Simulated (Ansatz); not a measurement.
# Σ3 (111)[11-2] symmetric tilt boundary in Li (132 atoms): support functions against a reference, part 2 of 3

Wanted: errors and times of a linear-scaling basis for Σ3 (111)[11-2] symmetric tilt boundary in Li (132 atoms). A setting counts as converged where the r.m.s. difference of forces stays under 1 % of the r.m.s. force.

Ansatz 0.2.0; Kohn-Sham DFT, PBE, PAW (set soft_2), plane waves.

The cell: 132 Li. The host structure and its lattice constant were typed by rule, without a check against the phase diagram.

So far. Step 4 (Support functions medium): Forces differ from the reference by 1.8 meV/Å r.m.s., 2.2 % of their size, over a tolerance of 1 %; the energy by +0.064 meV/atom. It took 1.2 times the reference's time (shared host, so rough). Step 5 (Support functions low): Forces differ from the reference by 1.8 meV/Å r.m.s., 2.2 % of their size, over a tolerance of 1 %; the energy by +0.064 meV/atom. It took 1.2 times the reference's time (shared host, so rough).

## (6) Support functions high

With localised support functions most steps grow linearly with size, though the diagonalisation grows faster unless the density matrix is cut; this run measures error and cost at this size. The level high gives here a grid of 48×72×120 points and a radius of 5.11 Å. Besides, the program derives a nominal cutoff of 420 eV for this run, against the reference's 750.

This step: Kohn-Sham DFT, PBE, PAW (set soft_2), localised support functions (high) (Ansatz 0.2.0).

File input.yaml:

```yaml
crystal:
  lattice:
    - [8.59771, 0.0, 0.0]
    - [0.0, 14.89167, 0.0]
    - [0.0, 0.0, 24.51799]
  atoms:
    [... the 132 atom lines of step 2 ...]
kpoints:
  mp_grid: { grid: [2, 1, 1] }
hamiltonian:
  xc: pbe
scf:
  occupations: { method: fermi_dirac, width: 0.1 }
  eigensolver: { kind: { support_functions: { accuracy: high } } }
  mixing: { beta: 0.2 }
  max_iter: 150
output:
  forces: true
```

The run is started by

```
ansatz run input.yaml --threads 8 --pin off --max-ram 15872MiB --backend cpu --events-out ev --progress --plain --runs-dir out
```

Numbers of over 12 decimals in the logs are rounded to 6 here.

Log:

```text
[...]
Crystal: 132 atoms, lattice volume = 3139.143 Å³
Basis set: ecut = 420 eV, 61373 PW (Γ), exchange–correlation on 120×200×360 points (8 copies of the dense FFT grid, shifted against one another)
Bands: 238, of which v1, the nominal top of the filled ones, is band 198 counted from 1 (197 counted from 0)
Symmetry: 1 space group operations
k-points: 2
[...]
Eigensolver: Support functions (high, 48×72×120 points, laid for a spacing of at most 0.220337 Å, radius 5.113219 Å, 0 species' potentials softened for the grid, 1 wholly corrected for its errors in the mean over positions, 1 with the egg-box correction, energy correction by stochastic trace)
[...]
SCF iter   1: F=—  HF=-27008.015566 eV  |F-HF|=—  |Δ(HF+E_count)|=         —  Δρ=9.71e-3  dr2=9.38e1  ethr=1.00e-1
[...]
SCF iter  19: F=—  HF=-27011.706475 eV  |F-HF|=—  |Δ(HF+E_count)|=   1.05e-5  Δρ=6.59e-8  dr2=2.71e-10  ethr=1.00e-12  κ⁻¹=4.1e-6(r=7)
SCF iter  20: F=-27011.706485 eV  HF=-27011.706485 eV  |F-HF|=1.86e-10  |Δ(HF+E_count)|=   9.40e-6  Δρ=3.65e-8  dr2=6.13e-11  ethr=1.00e-12
SCF 1 converged in 20 iterations: F = -27011.706722 eV  dr2 = 6.13e-11
[...]
SCF converged after 20 iterations
[...]
Free energy (F): -27011.706722 eV
[...]
Internal energy: -27009.420480 eV  (E = F + TS)
E sigma→0 (E₀):  -27010.563601 eV
Entropy (-TS):   -2.286242 eV (-17.320 meV/atom)
Fermi energy:    0.587053 eV
[...]
Σ components = -27011.706722   (vs F -27011.706722, Δ=0.00e0)
--- Forces (eV/Å), atoms counted from 1 ---
  atom   1  Li    -0.13645944    -0.00880113    -0.10648761
  atom   2  Li    -0.04124805    -0.06154717    -0.13770159
  atom   3  Li    -0.16817866    -0.06459225    -0.06558110
  atom   4  Li    -0.06754802    -0.01933464    -0.07841946
[...]
atom 132  Li     0.08587212     0.00307841    -0.24184668
  max |Σ_I F_I| component: 1.24e-2 eV/Å
--- Band table (eV) ---
[...]
```

The job ended after 4.3 min (8 threads of Arm Neoverse V2, shared host; peak memory 6.2 GiB).

Keys that differ from the reference: basis.ecutwfc removed, support_functions.accuracy = "high", scf.max_iter = 150 and scf.mixing.beta = 0.2.

Forces differ from the reference by 0.098 meV/Å r.m.s., 0.12 % of their size, well within a tolerance of 1 %; the energy by -0.068 meV/atom. It took 4.1 times the reference's time (shared host, so rough).

## (7) Support functions medium, spacing 0.463 Å (grid laid 0.454 Å)

The grid spacing sets how fine a wave the support functions can hold. The typed value is an upper bound: the grid laid has 24×36×54 points, 0.454 Å apart at most. Besides, the program derives a nominal cutoff of 420 eV for this run, against the reference's 750.

This step: Kohn-Sham DFT, PBE, PAW (set soft_2), localised support functions (medium) (Ansatz 0.2.0).

input.yaml, the sections that differ from step 6:

```yaml
scf:
  occupations: { method: fermi_dirac, width: 0.1 }
  eigensolver: { kind: { support_functions: { accuracy: medium, spacing: 0.463 } } }
  mixing: { beta: 0.2 }
  max_iter: 150
# crystal, kpoints, hamiltonian, output: as in step 6
```

Log:

```text
[...]
Crystal: 132 atoms, lattice volume = 3139.143 Å³
Basis set: ecut = 420 eV, 61373 PW (Γ), exchange–correlation on 120×200×360 points (8 copies of the dense FFT grid, shifted against one another)
Bands: 238, of which v1, the nominal top of the filled ones, is band 198 counted from 1 (197 counted from 0)
Symmetry: 1 space group operations
k-points: 2
[...]
SCF iter   1: F=—  HF=-26908.254108 eV  |F-HF|=—  |Δ(HF+E_count)|=         —  Δρ=1.59e-2  dr2=1.07e2  ethr=1.00e-1
[...]
SCF iter  15: F=-26922.142529 eV  HF=-26922.142529 eV  |F-HF|=2.81e-7  |Δ(HF+E_count)|=   9.70e-6  Δρ=2.82e-6  dr2=3.66e-7  ethr=8.17e-10
SCF 1 converged in 15 iterations: F = -26922.144582 eV  dr2 = 3.66e-7
[...]
SCF converged after 15 iterations
[...]
Free energy (F): -26922.144582 eV
[...]
Internal energy: -26919.811251 eV  (E = F + TS)
E sigma→0 (E₀):  -26920.977916 eV
Entropy (-TS):   -2.333331 eV (-17.677 meV/atom)
Fermi energy:    0.593185 eV
[...]
--- Forces (eV/Å), atoms counted from 1 ---
  atom   1  Li    -0.15769672     0.06488841    -0.25737588
  atom   2  Li    -0.05168870    -0.19858817    -0.94764769
  atom   3  Li    -0.17598993    -0.09099197     0.24830578
  atom   4  Li    -0.05698838     0.02484777    -0.87604756
  atom   5  Li    -0.01216101     0.02044345    -0.23558294
  atom   6  Li    -0.16344731    -0.16189919     0.28066412
  atom   7  Li    -0.06489121     0.08888684    -0.77153122
  atom   8  Li    -0.15437251    -0.05251111     0.11427162
  atom   9  Li    -0.05118184    -0.13325557    -1.02465800
  atom  10  Li    -0.03991288     0.07808140    -0.18167618
  atom  11  Li     0.00118716     0.04926190    -0.33681581
  atom  12  Li     0.04029506     0.07629238     0.83431219
  atom  13  Li     0.01492866    -0.05529849     0.29189149
  atom  14  Li    -0.02064496     0.05939344     0.85798227
[...]
atom 131  Li     0.09951774     0.05416934    -1.08572270
  atom 132  Li     0.11479427     0.10353724    -1.07668697
  max |Σ_I F_I| component: 9.62e0 eV/Å
--- Band table (eV) ---
[...]
```

Elapsed: 46 s, on 8 threads; peak memory 2.5 GiB.

The program notes that the grid leaves an egg-box force.

Forces differ from the reference by 364 meV/Å r.m.s., 436 % of their size, far over a tolerance of 1 %; the energy by +678 meV/atom. It took 0.74 times the reference's time (shared host, so rough). The setting is coarser than the default on purpose.

## (8) Support functions medium, spacing 0.386 Å (grid laid 0.358 Å)

The grid spacing sets how fine a wave the support functions can hold. The typed value is an upper bound: the grid laid has 24×48×72 points, 0.358 Å apart at most. Besides, the program derives a nominal cutoff of 420 eV for this run, against the reference's 750.

input.yaml, the sections that differ from step 7:

```yaml
scf:
  occupations: { method: fermi_dirac, width: 0.1 }
  eigensolver: { kind: { support_functions: { accuracy: medium, spacing: 0.386 } } }
  mixing: { beta: 0.2 }
  max_iter: 150
# crystal, kpoints, hamiltonian, output: as in step 7
```

Log:

```text
[...]
Crystal: 132 atoms, lattice volume = 3139.143 Å³
Basis set: ecut = 420 eV, 61373 PW (Γ), exchange–correlation on 120×200×360 points (8 copies of the dense FFT grid, shifted against one another)
Bands: 238, of which v1, the nominal top of the filled ones, is band 198 counted from 1 (197 counted from 0)
Symmetry: 1 space group operations
k-points: 2
[...]
SCF iter   1: F=—  HF=-27005.082046 eV  |F-HF|=—  |Δ(HF+E_count)|=         —  Δρ=9.98e-3  dr2=9.81e1  ethr=1.00e-1
[...]
SCF iter  12: F=-27011.849569 eV  HF=-27011.849576 eV  |F-HF|=6.82e-6  |Δ(HF+E_count)|=   2.70e-4  Δρ=4.36e-6  dr2=1.47e-6  ethr=6.96e-9
SCF 1 converged in 12 iterations: F = -27011.853064 eV  dr2 = 1.47e-6
[...]
SCF converged after 12 iterations
[...]
Free energy (F): -27011.853064 eV
[...]
Internal energy: -27009.570314 eV  (E = F + TS)
E sigma→0 (E₀):  -27010.711689 eV
Entropy (-TS):   -2.282750 eV (-17.294 meV/atom)
Fermi energy:    0.585437 eV
[...]
--- Forces (eV/Å), atoms counted from 1 ---
  atom   1  Li    -0.15355246    -0.01986632    -0.09947147
  atom   2  Li    -0.04565314    -0.04732552    -0.10373498
  atom   3  Li    -0.16910240    -0.06045528    -0.09486492
  atom   4  Li    -0.04910830    -0.02606540    -0.11495976
  atom   5  Li    -0.01705128    -0.01083463    -0.12676189
  atom   6  Li    -0.15611707    -0.06609928    -0.13491511
  atom   7  Li    -0.06365836     0.00624868    -0.13355324
  atom   8  Li    -0.15779922    -0.06084401    -0.13069079
  atom   9  Li    -0.04562937    -0.01590285    -0.14108460
  atom  10  Li    -0.04101318     0.02341332    -0.11252539
  atom  11  Li    -0.00408599    -0.00275583    -0.10628550
  atom  12  Li     0.03839136    -0.01452598    -0.03673868
  atom  13  Li     0.01535274    -0.01141616     0.02221314
  atom  14  Li    -0.02339347     0.00829222    -0.05532758
[...]
atom 131  Li     0.09889260    -0.02027676    -0.28216243
  atom 132  Li     0.11317409    -0.00685211    -0.26614830
  max |Σ_I F_I| component: 5.53e0 eV/Å
--- Band table (eV) ---
[...]
```

It took 42 s on 8 threads; peak memory 2.7 GiB.

Forces differ from the reference by 38 meV/Å r.m.s., 45 % of their size, far over a tolerance of 1 %; the energy by -1.2 meV/atom. It took 0.67 times the reference's time (shared host, so rough). The setting is coarser than the default on purpose.

## (9) Support functions medium, spacing 0.334 Å (grid laid 0.310 Å)

The grid spacing sets how fine a wave the support functions can hold. The typed value is an upper bound: the grid laid has 30×48×90 points, 0.310 Å apart at most. Besides, the program derives a nominal cutoff of 420 eV for this run, against the reference's 750.

input.yaml, the sections that differ from step 8:

```yaml
scf:
  occupations: { method: fermi_dirac, width: 0.1 }
  eigensolver: { kind: { support_functions: { accuracy: medium, spacing: 0.334 } } }
  mixing: { beta: 0.2 }
  max_iter: 150
# crystal, kpoints, hamiltonian, output: as in step 8
```

Log:

```text
[...]
Crystal: 132 atoms, lattice volume = 3139.143 Å³
Basis set: ecut = 420 eV, 61373 PW (Γ), exchange–correlation on 120×200×360 points (8 copies of the dense FFT grid, shifted against one another)
Bands: 238, of which v1, the nominal top of the filled ones, is band 198 counted from 1 (197 counted from 0)
Symmetry: 1 space group operations
k-points: 2
[...]
SCF iter   1: F=—  HF=-27006.870277 eV  |F-HF|=—  |Δ(HF+E_count)|=         —  Δρ=9.74e-3  dr2=9.69e1  ethr=1.00e-1
[...]
SCF iter  12: F=-27011.966234 eV  HF=-27011.966240 eV  |F-HF|=6.36e-6  |Δ(HF+E_count)|=   3.58e-4  Δρ=4.38e-6  dr2=1.53e-6  ethr=8.91e-9
SCF 1 converged in 12 iterations: F = -27011.970941 eV  dr2 = 1.53e-6
[...]
SCF converged after 12 iterations
[...]
Free energy (F): -27011.970941 eV
[...]
Internal energy: -27009.686558 eV  (E = F + TS)
E sigma→0 (E₀):  -27010.828749 eV
Entropy (-TS):   -2.284383 eV (-17.306 meV/atom)
Fermi energy:    0.585701 eV
[...]
--- Forces (eV/Å), atoms counted from 1 ---
  atom   1  Li    -0.13451622    -0.01862750    -0.10434655
  atom   2  Li    -0.04043976    -0.04847333    -0.13322122
  atom   3  Li    -0.16613187    -0.06104501    -0.06169614
  atom   4  Li    -0.06689963    -0.02518779    -0.07580334
  atom   5  Li    -0.01346028    -0.01033558    -0.11669636
  atom   6  Li    -0.16330282    -0.06808131    -0.09543913
  atom   7  Li    -0.02668553     0.00744303    -0.08093981
  atom   8  Li    -0.10243397    -0.06074111    -0.10521359
  atom   9  Li    -0.05041963    -0.01753364    -0.15087780
  atom  10  Li    -0.07282837     0.02358037    -0.10561671
  atom  11  Li    -0.02426995    -0.00217371    -0.08553882
  atom  12  Li     0.01134486    -0.01296471    -0.00277759
  atom  13  Li    -0.01686419    -0.01172130     0.04585001
  atom  14  Li     0.03508634     0.00903975    -0.05500875
[...]
atom 131  Li     0.05544717    -0.01904547    -0.30879921
  atom 132  Li     0.08698602    -0.00652825    -0.23945913
  max |Σ_I F_I| component: 9.40e-1 eV/Å
--- Band table (eV) ---
[...]
```

Wall time 46 s (8 threads); peak memory 3.1 GiB.

Forces differ from the reference by 7.0 meV/Å r.m.s., 8.3 % of their size, far over a tolerance of 1 %; the energy by -2.1 meV/atom. It took 0.74 times the reference's time (shared host, so rough). The setting is coarser than the default on purpose.

## (10) Support functions medium, spacing 0.296 Å (grid laid 0.287 Å)

The grid spacing sets how fine a wave the support functions can hold. The typed value is an upper bound: the grid laid has 30×54×90 points, 0.287 Å apart at most. Besides, the program derives a nominal cutoff of 420 eV for this run, against the reference's 750.

input.yaml, the sections that differ from step 9:

```yaml
scf:
  occupations: { method: fermi_dirac, width: 0.1 }
  eigensolver: { kind: { support_functions: { accuracy: medium, spacing: 0.296 } } }
  mixing: { beta: 0.2 }
  max_iter: 150
# crystal, kpoints, hamiltonian, output: as in step 9
```

Log:

```text
[...]
Crystal: 132 atoms, lattice volume = 3139.143 Å³
Basis set: ecut = 420 eV, 61373 PW (Γ), exchange–correlation on 120×200×360 points (8 copies of the dense FFT grid, shifted against one another)
Bands: 238, of which v1, the nominal top of the filled ones, is band 198 counted from 1 (197 counted from 0)
Symmetry: 1 space group operations
k-points: 2
[...]
SCF iter   1: F=—  HF=-27006.948640 eV  |F-HF|=—  |Δ(HF+E_count)|=         —  Δρ=9.71e-3  dr2=9.66e1  ethr=1.00e-1
[...]
SCF iter  11: F=—  HF=-27011.885261 eV  |F-HF|=—  |Δ(HF+E_count)|=   4.17e-4  Δρ=1.05e-5  dr2=4.36e-5  ethr=9.74e-9  κ⁻¹=7.5e-8(r=7)
SCF iter  12: F=-27011.885627 eV  HF=-27011.885633 eV  |F-HF|=5.77e-6  |Δ(HF+E_count)|=   3.72e-4  Δρ=4.56e-6  dr2=1.95e-6  ethr=9.74e-9
SCF 1 converged in 12 iterations: F = -27011.890709 eV  dr2 = 1.95e-6
[...]
SCF converged after 12 iterations
[...]
Free energy (F): -27011.890709 eV
[...]
Internal energy: -27009.606297 eV  (E = F + TS)
E sigma→0 (E₀):  -27010.748503 eV
Entropy (-TS):   -2.284412 eV (-17.306 meV/atom)
Fermi energy:    0.585453 eV
[...]
Σ components = -27011.890709   (vs F -27011.890709, Δ=0.00e0)
--- Forces (eV/Å), atoms counted from 1 ---
  atom   1  Li    -0.13452702    -0.00507707    -0.10416312
  atom   2  Li    -0.04034105    -0.06517746    -0.13306535
  atom   3  Li    -0.16624450    -0.06492044    -0.06138354
  atom   4  Li    -0.06704006    -0.01669044    -0.07544602
[...]
atom 132  Li     0.08723951     0.00588797    -0.23928291
  max |Σ_I F_I| component: 3.04e-1 eV/Å
--- Band table (eV) ---
[...]
```

Wall time 50 s (8 threads); peak memory 3.1 GiB.

Keys that differ from the reference: basis.ecutwfc removed, support_functions.accuracy = "medium", support_functions.spacing = 0.296, scf.max_iter = 150 and scf.mixing.beta = 0.2.

Forces differ from the reference by 3.1 meV/Å r.m.s., 3.8 % of their size, over a tolerance of 1 %; the energy by -1.5 meV/atom. It took 0.80 times the reference's time (shared host, so rough).

## (11) Support functions medium, spacing 0.231 Å (grid laid 0.227 Å)

The grid spacing sets how fine a wave the support functions can hold. The typed value is an upper bound: the grid laid has 48×72×108 points, 0.227 Å apart at most. Besides, the program derives a nominal cutoff of 420 eV for this run, against the reference's 750.

input.yaml, the sections that differ from step 10:

```yaml
scf:
  occupations: { method: fermi_dirac, width: 0.1 }
  eigensolver: { kind: { support_functions: { accuracy: medium, spacing: 0.231 } } }
  mixing: { beta: 0.2 }
  max_iter: 150
# crystal, kpoints, hamiltonian, output: as in step 10
```

Log:

```text
[...]
Crystal: 132 atoms, lattice volume = 3139.143 Å³
Basis set: ecut = 420 eV, 61373 PW (Γ), exchange–correlation on 120×200×360 points (8 copies of the dense FFT grid, shifted against one another)
Bands: 238, of which v1, the nominal top of the filled ones, is band 198 counted from 1 (197 counted from 0)
Symmetry: 1 space group operations
k-points: 2
[...]
SCF iter   1: F=—  HF=-27007.482396 eV  |F-HF|=—  |Δ(HF+E_count)|=         —  Δρ=9.66e-3  dr2=9.56e1  ethr=1.00e-1
[...]
SCF iter  11: F=—  HF=-27011.693313 eV  |F-HF|=—  |Δ(HF+E_count)|=   4.15e-4  Δρ=1.16e-5  dr2=3.17e-5  ethr=9.36e-9  κ⁻¹=8.9e-8(r=7)
SCF iter  12: F=-27011.693651 eV  HF=-27011.693652 eV  |F-HF|=1.89e-6  |Δ(HF+E_count)|=   3.39e-4  Δρ=4.68e-6  dr2=1.28e-6  ethr=8.00e-9
SCF 1 converged in 12 iterations: F = -27011.698884 eV  dr2 = 1.28e-6
[...]
SCF converged after 12 iterations
[...]
Free energy (F): -27011.698884 eV
[...]
Internal energy: -27009.414035 eV  (E = F + TS)
E sigma→0 (E₀):  -27010.556460 eV
Entropy (-TS):   -2.284849 eV (-17.309 meV/atom)
Fermi energy:    0.587178 eV
[...]
Σ components = -27011.698884   (vs F -27011.698884, Δ=0.00e0)
--- Forces (eV/Å), atoms counted from 1 ---
  atom   1  Li    -0.13640755    -0.00878995    -0.10699827
  atom   2  Li    -0.04128562    -0.06158325    -0.13774242
  atom   3  Li    -0.16814193    -0.06458319    -0.06583612
  atom   4  Li    -0.06755058    -0.01931908    -0.07808574
[...]
atom 132  Li     0.08588595     0.00313052    -0.24128091
  max |Σ_I F_I| component: 8.22e-3 eV/Å
--- Band table (eV) ---
[...]
```

Run time: 1.9 min. Hardware: 8 threads; peak memory 4.8 GiB; 15 min of CPU time.

Keys that differ from the reference: basis.ecutwfc removed, support_functions.accuracy = "medium", support_functions.spacing = 0.231, scf.max_iter = 150 and scf.mixing.beta = 0.2.

Forces differ from the reference by 0.14 meV/Å r.m.s., 0.16 % of their size, well within a tolerance of 1 %. It took 1.8 times the reference's time (shared host, so rough).

## (12) Support functions medium, spacing 0.206 Å (grid laid 0.204 Å)

The grid spacing sets how fine a wave the support functions can hold. The typed value is an upper bound: the grid laid has 48×90×120 points, 0.204 Å apart at most. Besides, the program derives a nominal cutoff of 420 eV for this run, against the reference's 750.

input.yaml, the sections that differ from step 11:

```yaml
scf:
  occupations: { method: fermi_dirac, width: 0.1 }
  eigensolver: { kind: { support_functions: { accuracy: medium, spacing: 0.206 } } }
  mixing: { beta: 0.2 }
  max_iter: 150
# crystal, kpoints, hamiltonian, output: as in step 11
```

Log:

```text
[...]
Crystal: 132 atoms, lattice volume = 3139.143 Å³
Basis set: ecut = 420 eV, 61373 PW (Γ), exchange–correlation on 120×240×360 points (8 copies of the dense FFT grid, shifted against one another)
Bands: 238, of which v1, the nominal top of the filled ones, is band 198 counted from 1 (197 counted from 0)
Symmetry: 1 space group operations
k-points: 2
[...]
SCF iter   1: F=—  HF=-27007.512824 eV  |F-HF|=—  |Δ(HF+E_count)|=         —  Δρ=9.66e-3  dr2=9.56e1  ethr=1.00e-1
[...]
SCF iter  11: F=—  HF=-27011.702954 eV  |F-HF|=—  |Δ(HF+E_count)|=   3.82e-4  Δρ=1.12e-5  dr2=3.50e-5  ethr=1.22e-8  κ⁻¹=7.1e-8(r=7)
SCF iter  12: F=-27011.703267 eV  HF=-27011.703268 eV  |F-HF|=1.16e-6  |Δ(HF+E_count)|=   3.14e-4  Δρ=4.28e-6  dr2=1.08e-6  ethr=8.84e-9
SCF 1 converged in 12 iterations: F = -27011.708265 eV  dr2 = 1.08e-6
[...]
SCF converged after 12 iterations
[...]
Free energy (F): -27011.708265 eV
[...]
Internal energy: -27009.423372 eV  (E = F + TS)
E sigma→0 (E₀):  -27010.565818 eV
Entropy (-TS):   -2.284894 eV (-17.310 meV/atom)
Fermi energy:    0.587140 eV
[...]
Σ components = -27011.708265   (vs F -27011.708265, Δ=0.00e0)
--- Forces (eV/Å), atoms counted from 1 ---
  atom   1  Li    -0.13641958    -0.00862797    -0.10652343
  atom   2  Li    -0.04126125    -0.06169319    -0.13774316
  atom   3  Li    -0.16812111    -0.06461652    -0.06558748
  atom   4  Li    -0.06757294    -0.01922151    -0.07843394
[...]
atom 132  Li     0.08587639     0.00315984    -0.24180566
  max |Σ_I F_I| component: 1.33e-2 eV/Å
--- Band table (eV) ---
[...]
```

It took 1.9 min on 8 threads; peak memory 5.2 GiB.

Keys that differ from the reference: basis.ecutwfc removed, support_functions.accuracy = "medium", support_functions.spacing = 0.206, scf.max_iter = 150 and scf.mixing.beta = 0.2.

Forces differ from the reference by 0.084 meV/Å r.m.s., 0.10 % of their size, well within a tolerance of 1 %; the energy by -0.08 meV/atom. It took 1.8 times the reference's time (shared host, so rough).

[end of part 2 of 3]

[Logs are printed without paths, hosts, clocks, repeated set-up lines and the standing remarks that a program may print on its own settings, such as how far it seeks lower states.]

[Hosts, paths, dates, database ids (printed as entryN), source tags and the programs' standing remarks are cut or masked in the printed files.]
